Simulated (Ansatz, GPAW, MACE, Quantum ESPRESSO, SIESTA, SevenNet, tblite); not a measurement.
# Running HfO2(111) slab (54 atoms) with Quantum ESPRESSO

Aim: run HfO2(111) slab (54 atoms) in Quantum ESPRESSO and see how near its forces come to a plane-wave reference, and at what cost.

Main program and level: Quantum ESPRESSO 7.5; the method is named at each step.

### 1. The starting structure

The cell holds 54 atoms: 18 Hf and 36 O. Its edges and angles: a = 10.776 Å, b = 7.184 Å, c = 17.332 Å, α = 90.0°, β = 90.0°, γ = 120.0°. It derives from HfO2 (fluorite-type). Fluorite-type HfO2 (a = 5.08 Å), (111) slab of 3 repeat layers, 3 x 2 surface cells, 10 Å of vacuum; not relaxed, displaced by a Gaussian of 0.02 Å. Then every atom was moved at random, 0.05 Å r.m.s. a Cartesian component. Vacuum lies along c.

The yardstick, on the same geometry:

- method: Kohn-Sham DFT, PBE, PAW, plane waves (Ansatz 0.2.0); cutoff 420 eV, Γ point, fermi-dirac smearing of 0.05 eV; PAW set soft_2
- r.m.s. force component: 0.8861 eV/Å
- longest force: 3.14 eV/Å
- gap (highest filled to lowest empty level): 3.474 eV
- SCF cycles: 10
- time: 23 s on 4 threads of Arm Neoverse V1, shared host
- CPU time: 81 s

### 2. PBE, sssp-1.3.0-efficiency, 60/480 Ry

Method: Kohn-Sham DFT, PBE, SSSP efficiency 1.3.0 pseudopotentials, plane waves.

Contents of pw.in:

```
&control
  calculation = 'scf'
  pseudo_dir = './pseudo'
  outdir = './tmp'
  disk_io = 'none'
  tprnfor = .true.
/
&system
  ibrav = 0
  nat = 54
  ntyp = 2
  ecutwfc = 60
  ecutrho = 480
  nosym = .true.
  occupations = 'smearing'
  smearing = 'fd'
  degauss = 0.003675
/
&electrons
  conv_thr = 2.7e-07
  electron_maxstep = 100
  mixing_beta = 0.4
  mixing_mode = 'local-TF'
  diagonalization = 'david'
/
ATOMIC_SPECIES
Hf 178.490 Hf.upf
O 15.999 O.upf
CELL_PARAMETERS angstrom
10.77631 0.00000 0.00000
-3.59210 6.22170 0.00000
0.00000 0.00000 17.33235
ATOMIC_POSITIONS crystal
Hf 0.32965 0.48436 0.33385
O 0.21568 0.64503 0.28313
O 0.44680 0.82526 0.37099
Hf 0.43773 0.82775 0.50482
O 0.34303 0.49421 0.45865
O 0.22695 0.66795 0.54069
Hf 0.22494 0.66503 0.67256
O 0.43967 0.83024 0.62778
O 0.99686 0.50732 0.71141
Hf 0.33168 0.00207 0.33005
O 0.21942 0.17393 0.28571
O 0.44057 0.33186 0.37327
Hf 0.45171 0.33366 0.49413
O 0.32813 0.99664 0.45384
O 0.22251 0.16877 0.54102
Hf 0.23217 0.18230 0.67309
O 0.43690 0.32603 0.62344
O 0.00117 0.00329 0.71017
Hf 0.66382 0.48843 0.33150
O 0.55822 0.65742 0.28851
O 0.78138 0.84901 0.37223
Hf 0.78477 0.83398 0.49644
O 0.66708 0.50350 0.45731
O 0.55298 0.66094 0.54525
Hf 0.56457 0.67210 0.66526
O 0.77321 0.83702 0.62730
O 0.32922 0.49689 0.71363
Hf 0.66978 0.99177 0.33412
O 0.56023 0.17628 0.28689
O 0.78504 0.35348 0.37585
Hf 0.78010 0.34187 0.49520
O 0.66273 0.99866 0.45261
O 0.55961 0.15698 0.54111
Hf 0.55359 0.16452 0.67182
O 0.78857 0.35039 0.62105
O 0.34776 0.01241 0.70949
Hf 0.99295 0.49186 0.33360
O 0.89583 0.67328 0.28855
O 0.11053 0.83994 0.37100
Hf 0.10635 0.82091 0.50027
O 0.00600 0.51457 0.45711
O 0.88852 0.67174 0.54284
Hf 0.88597 0.66123 0.66513
O 0.10794 0.83076 0.62810
O 0.66474 0.49806 0.71112
Hf 0.99681 0.99836 0.33111
O 0.88476 0.16836 0.28783
O 0.11539 0.32706 0.37619
Hf 0.11236 0.33759 0.49624
O 0.00123 0.99923 0.45696
O 0.88818 0.15711 0.54312
Hf 0.87805 0.15926 0.66626
O 0.10736 0.32865 0.62766
O 0.65855 0.97640 0.71111
K_POINTS gamma
```

Started as:

```console
$ OMP_NUM_THREADS=1 mpirun -np 4 pw.x -in pw.in > output.txt
```

What it wrote:

```text
Program PWSCF
     gamma-point specific algorithms are used
     one sub-group per band group will be used
     scalapack distributed-memory algorithm (size of sub-group:  2*  2 procs)
     Parallelization info
     sticks:   dense  smooth     PW     G-vecs:    dense   smooth      PW
     Min        2286    1142    285               348186   123098   15393
     Max        2288    1144    286               348192   123111   15398
     Sum        9147    4573   1143              1392759   492421   61579
     bravais-lattice index     =            0
     lattice parameter (alat)  =      20.3643  a.u.
     unit-cell volume          =    7842.1148 (a.u.)^3
     number of atoms/cell      =           54
     number of atomic types    =            2
     number of electrons       =       432.00
     number of Kohn-Sham states=          259
     kinetic-energy cutoff     =      60.0000  Ry
     charge density cutoff     =     480.0000  Ry
     scf convergence threshold =      2.7E-07
     mixing beta               =       0.4000
     number of iterations used =            8  local-TF  mixing
     Exchange-correlation= SLA  PW   PBX  PBC
                           (   1   4   3   4   0   0   0)
     crystal axes: (cart. coord. in units of alat)
               a(1) = (   1.000000   0.000000   0.000000 )
               a(2) = (  -0.333333   0.577350   0.000000 )
               a(3) = (   0.000000   0.000000   1.608375 )
     reciprocal axes: (cart. coord. in units 2 pi/alat)
               b(1) = (  1.000000  0.577350 -0.000000 )
               b(2) = (  0.000000  1.732052  0.000000 )
               b(3) = (  0.000000 -0.000000  0.621745 )
     PseudoPot. # 1 for Hf:
     Pseudo is Norm-conserving + core correction, Zval = 12.0
     PseudoPot. # 2 for O :
     Pseudo is Projector augmented-wave + core cor, Zval =  6.0
     atomic species   valence    mass     pseudopotential
     Hf               12.00   178.49000     Hf( 1.00)
     O                 6.00    15.99900     O ( 1.00)
     No symmetry found
   Cartesian axes
     number of k points=     1  Fermi-Dirac smearing, width (Ry)=  0.0037
                       cart. coord. in units 2pi/alat
        k(    1) = (   0.0000000   0.0000000   0.0000000), wk =   2.0000000
     Dense  grid:   696380 G-vectors     FFT dimensions: ( 144,  96, 240)
     Smooth grid:   246211 G-vectors     FFT dimensions: ( 108,  72, 162)
     Initial potential from superposition of free atoms
     starting charge     431.9666, renormalised to     432.0000
     negative rho (up, down):  2.292E-04 0.000E+00
     Starting wfcs are  324 randomized atomic wfcs
     Self-consistent Calculation
     iteration #  1     ecut=    60.00 Ry     beta= 0.40
     negative rho (up, down):  1.571E-08 0.000E+00
     total energy              =   -3538.03855527 Ry
     estimated scf accuracy    <      22.18392885 Ry
     iteration #  2     ecut=    60.00 Ry     beta= 0.40
     total energy              =   -3536.65138085 Ry
     estimated scf accuracy    <       6.77029322 Ry
     iteration #  3     ecut=    60.00 Ry     beta= 0.40
     total energy              =   -3538.27101064 Ry
     estimated scf accuracy    <       0.66444355 Ry
     iteration #  4     ecut=    60.00 Ry     beta= 0.40
     total energy              =   -3538.43763520 Ry
     estimated scf accuracy    <       0.23703873 Ry
     iteration #  5     ecut=    60.00 Ry     beta= 0.40
     total energy              =   -3538.43045425 Ry
     estimated scf accuracy    <       0.08087732 Ry
     iteration #  6     ecut=    60.00 Ry     beta= 0.40
     total energy              =   -3538.43558726 Ry
     estimated scf accuracy    <       0.14900658 Ry
[...]
negative rho (up, down):  7.190E-08 0.000E+00
[...]
negative rho (up, down):  1.655E-06 0.000E+00
[...]
negative rho (up, down):  1.254E-06 0.000E+00
[...]
negative rho (up, down):  3.179E-04 0.000E+00
[...]
total energy              =   -3538.43745091 Ry
[...]
iteration # 18     ecut=    60.00 Ry     beta= 0.40
[...]
total energy              =   -3538.43745086 Ry
     estimated scf accuracy    <       0.00000063 Ry
     iteration # 19     ecut=    60.00 Ry     beta= 0.40
     negative rho (up, down):  5.656E-04 0.000E+00
     total energy              =   -3538.43745092 Ry
     estimated scf accuracy    <       0.00000036 Ry
     iteration # 20     ecut=    60.00 Ry     beta= 0.40
     negative rho (up, down):  5.908E-04 0.000E+00
     End of self-consistent calculation
          k = 0.0000 0.0000 0.0000 ( 30790 PWs)   bands (ev):
   -58.5569 -58.4912 -58.4502 -58.4390 -58.3789 -58.3696 -58.2788 -58.2616
   -58.2284 -58.1781 -58.1368 -58.1234 -58.1017 -58.0430 -57.9252 -57.9141
   -57.8534 -57.8524 -27.3840 -27.3296 -27.3155 -27.2034 -27.1971 -27.1870
   -27.1478 -27.1259 -27.1155 -27.0824 -27.0769 -27.0712 -27.0692 -27.0378
   -27.0206 -27.0166 -26.9979 -26.9897 -26.9680 -26.9576 -26.9313 -26.9274
   -26.9184 -26.8815 -26.8747 -26.8517 -26.8325 -26.8273 -26.8147 -26.7998
[...]
7.6291   7.6739   7.6997   7.7235   7.7650   7.8135   7.8479   7.8776
     7.9220   7.9284   8.0136   8.0844   8.1135   8.1546   8.1722   8.2086
     8.2669   8.2978   8.3276   8.3644   8.3982   8.4224   8.4822   8.5344
     8.5964   8.6042   8.6558
     the Fermi energy is     4.8926 ev
!    total energy              =   -3538.43745084 Ry
     estimated scf accuracy    <       0.00000007 Ry
     smearing contrib. (-TS)   =      -0.00000000 Ry
     internal energy E=F+TS    =   -3538.43745084 Ry
     The total energy is F=E-TS. E is the sum of the following terms:
     one-electron contribution =  -14114.98484911 Ry
     hartree contribution      =    7176.02716488 Ry
     xc contribution           =    -783.26525133 Ry
     ewald contribution        =    4526.18901742 Ry
     one-center paw contrib.   =    -342.40353270 Ry
     convergence has been achieved in  20 iterations
     negative rho (up, down):  5.908E-04 0.000E+00
     Forces acting on atoms (cartesian axes, Ry/au):
     atom    1 type  1   force =    -0.02481164    0.07020632   -0.01516715
     atom    2 type  2   force =    -0.02064568    0.02130893    0.02092673
     atom    3 type  2   force =    -0.04088990    0.01564947    0.00561963
     atom    4 type  1   force =     0.03689562    0.00878512   -0.04036539
     atom    5 type  2   force =    -0.05134626    0.02075603   -0.02493667
     atom    6 type  2   force =    -0.01820959   -0.01529694    0.01605213
[...]
atom   52 type  1   force =     0.08121773    0.02767275   -0.01339388
     atom   53 type  2   force =    -0.00674491    0.04302847   -0.01792485
     atom   54 type  2   force =    -0.01552753    0.08202070    0.03057445
     Total force =     0.432141     Total SCF correction =     0.000718
     Message from routine punch:
     Nothing written, as per user request (disk_io='none')
```

The job ended after 3.9 min (4 MPI ranks of Arm Neoverse V1, shared host; peak memory 2.9 GiB; 15 min of CPU time).

Banners, paths, timers and routine set-up lines are dropped from the logs unmarked, and long logs keep their key lines alone; longer cuts are marked.

Against the reference:

| Quantity | Value |
| --- | --- |
| r.m.s. force component | 0.873 eV/Å |
| r.m.s. difference of force components | 36.03 meV/Å |
| longest difference of force vectors | 146.4 meV/Å |
| force difference over r.m.s. force | 4.066 % |
| slope of forces against the reference's | 0.9845 |
| correlation of force components | 0.9993 |
| gap (highest filled to lowest empty level) | 3.481 eV |
| gap difference | 0.0073 eV |

Length of the force difference by element (eV/Å):

| element | atoms | mean | most |
| --- | --- | --- | --- |
| Hf | 18 | 0.086 | 0.15 |
| O | 36 | 0.037 | 0.070 |

Levels nearest the highest filled one (eV from it): -0.89, -0.81, -0.77, -0.74, -0.64, -0.62, -0.59, -0.53, -0.41, -0.35, -0.33, 0.00, 3.48, 3.48, 3.60, 3.67, 3.74, 3.77, 3.84, 3.93, 3.98, 4.03, 4.04, 4.06.

The surroundings of Hf25, picked at random, nearest first, numbered as they follow in the input and with coordinates relative to it.

| atom | x | y | z | distance (Å) | bonds | Fx | Fy | Fz (eV/Å) |
| --- | --- | --- | --- | --- | --- | --- | --- | --- |
| Hf25 | 0.00 | 0.00 | 0.00 | 0.00 | 7 | -0.59 | -1.30 | -0.52 |
| O54 | -0.08 | 1.89 | 0.79 | 2.05 | 3 | -0.40 | 2.11 | 0.79 |
| O26 | 1.66 | 1.03 | -0.66 | 2.06 | 4 | 0.78 | -0.45 | -0.95 |
| O24 | -0.08 | -0.07 | -2.08 | 2.08 | 4 | 0.42 | 0.70 | -0.41 |
| O45 | 1.70 | -1.08 | 0.79 | 2.17 | 3 | 0.19 | -0.42 | 0.31 |
| O8 | -1.91 | 0.98 | -0.65 | 2.25 | 4 | 0.20 | -0.14 | -0.54 |
| O17 | -0.13 | -2.15 | -0.72 | 2.28 | 4 | 1.11 | 0.35 | -0.07 |
| O27 | -1.91 | -1.09 | 0.84 | 2.35 | 3 | 0.19 | 0.30 | 0.80 |
| Hf52 | 1.63 | 3.03 | 0.02 | 3.44 | 7 | 2.09 | 0.71 | -0.34 |

Forces lie 4.1 % from the reference's, at 11 times its CPU time.

### 3. Results

- force difference from the reference: QE PBE, sssp-1.3.0-efficiency, 60/480 Ry, 4.1 %
- its CPU time: 15 min

What this shows: PBE on plane waves or a grid with other potentials, cutoffs or grids differs from the reference by 4.1 % (QE PBE, sssp-1.3.0-efficiency, 60/480 Ry) of the r.m.s. force; this holds the reference's own error, so differences of a few per cent don't tell which side is nearer the exact PBE result (QE's 60 Ry are 816 eV, against the reference's 420 eV). PBE gaps agree with the reference's 3.47 eV within 0.008 eV. These are spacings on the run's k-points, which needn't hold the band edges. The potentials hold different valence shells: 684 electrons in the reference, 432 in Quantum ESPRESSO with SSSP; this bears on time and differences. The electronic-structure runs sample only Γ, in a cell whose shortest periodic width is 6 Å. Spin–orbit coupling is left out, which matters for the levels of the heavy elements.

[Also dropped from logs without a mark: logging warnings of Python, and SIESTA's first energy breakdown and zero terms.]

[Logs are printed without paths, hosts, clocks, repeated set-up lines and the standing remarks that a program may print on its own settings, such as how far it seeks lower states.]

[Hosts, paths, dates, database ids (printed as entryN), source tags and the programs' standing remarks are cut or masked in the printed files.]
